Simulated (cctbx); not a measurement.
**Diagnosing a refinement**

Cell a = 3.7660 Å, b = 3.7660 Å, c = 9.4480 Å, α = 90.00°, β = 90.00°, γ = 90.00°; space group P4/nmm (no. 129, origin choice 1).

The data are simulated with cctbx, not measured: synchrotron X-rays, λ = 0.4959 Å, to d = 0.65 Å, 95 % of the full sphere, strongest reflection 70000 counts, noise from counting, a 3 % proportional error and a noise floor of 15 counts (s.d.); no absorption, and some extinction, which the refinements don't model.

An anisotropic refinement with weights 1/σ² prints:

```text
Rint 0.025, 190 unique reflections to 0.65 A
cycle     R1     wR2    GooF  max shift (A)
   1  0.2481  0.5501  41.935   0.01367
   3  0.1477  0.3398  25.899   0.00000
final R1 0.1477 wR2 0.3398 GooF 25.899  parameters 10  data/parameter 19.0
atom        x        y        z      Ueq    occ   su(xyz)  su(Uiso or U11)
Zr1    0.00000  0.50000  0.73100  -0.0030  1.000  0.00037  0.0013  NPD
Ti1    0.50000  0.50000  0.00000  -0.0114  1.000  0.00000  0.0016  NPD
Ti2    0.00000  0.00000  0.50000   0.0005  1.000  0.00000  0.0022  NPD
Cu1    0.50000  0.00000  0.82624   0.0093  1.000  0.00086  0.0022
difference map: max 29.31 min -7.52 rms 2.51
Q1    0.0000  0.0000  0.0000    2   29.31  0.00 A from Ti1
Q2    0.0000  0.5000  0.7392    2   24.98  0.08 A from Zr1
Q3    0.0000  0.0000  0.5000    2   12.64  0.00 A from Ti2
Q4    0.0000  0.5000  0.8486    2    4.73  1.11 A from Zr1
Q5    0.0000  0.5000  0.0850    2    3.49  0.84 A from Cu1
Q6    0.0000  0.5000  0.9281    2    3.26  1.86 A from Zr1
```

Q: Accept it or mend it, and why?

Mend it. The fault: elements exchanged: Cu1 is Ti and Ti1 is Cu. Against the right model at the same level, R1 goes from 0.0057 to 0.1477 and GooF from 0.97 to 25.90, U of Ti1 shrinks from 0.0052 to -0.0114 Å², U of Zr1 shrinks from 0.0031 to -0.0030 Å², U of Ti2 shrinks from 0.0084 to 0.0005 Å², the top difference peak, 29.3 e/Å³, lies on Ti1 and Zr1, Ti1 and Ti2 go non-positive-definite. Cu1 has 7 electrons too many and its U swells to shed them, as expected; Ti1 has 7 electrons too few and its U shrinks to make up, as expected.

The compound is ZrTi2Cu. The right model at the same level gives:

```text
Rint 0.025, 190 unique reflections to 0.65 A
cycle     R1     wR2    GooF  max shift (A)
   1  0.0120  0.0302   2.302   0.00031
   2  0.0057  0.0128   0.975   0.00000
final R1 0.0057 wR2 0.0128 GooF 0.975  parameters 10  data/parameter 19.0
atom        x        y        z      Ueq    occ   su(xyz)  su(Uiso or U11)
Zr1    0.00000  0.50000  0.73120   0.0031  1.000  0.00001  0.0000
Cu1    0.50000  0.50000  0.00000   0.0052  1.000  0.00000  0.0001
Ti1    0.00000  0.00000  0.50000   0.0084  1.000  0.00000  0.0001
Ti2    0.50000  0.00000  0.82481   0.0055  1.000  0.00003  0.0001
difference map: max 0.31 min -0.72 rms 0.11
Q1    0.0000  0.5000  0.9339    2    0.31  1.92 A from Zr1
Q2    0.0000  0.5000  0.5178    2    0.30  1.89 A from Ti1
Q3    0.0000  0.1528  0.3218    8    0.29  1.78 A from Ti1
Q4    0.0000  0.1976  0.6849    8    0.26  1.22 A from Zr1
Q5    0.0000  0.5000  0.4419    2    0.24  1.96 A from Ti1
Q6    0.0000  0.0000  0.2726    4    0.24  1.88 A from Zr1
```

Isotropic U is held between 0.0001 and 1 Å² by the program, and listed peak heights are interpolated, so they can pass the grid's maximum.

This is a model crystal, built by substitution and not relaxed, with assumed displacement parameters.

[Middle refinement cycles are left out of these outputs.]

[Logs are printed without paths, hosts, clocks, repeated set-up lines and the standing remarks that a program may print on its own settings, such as how far it seeks lower states.]
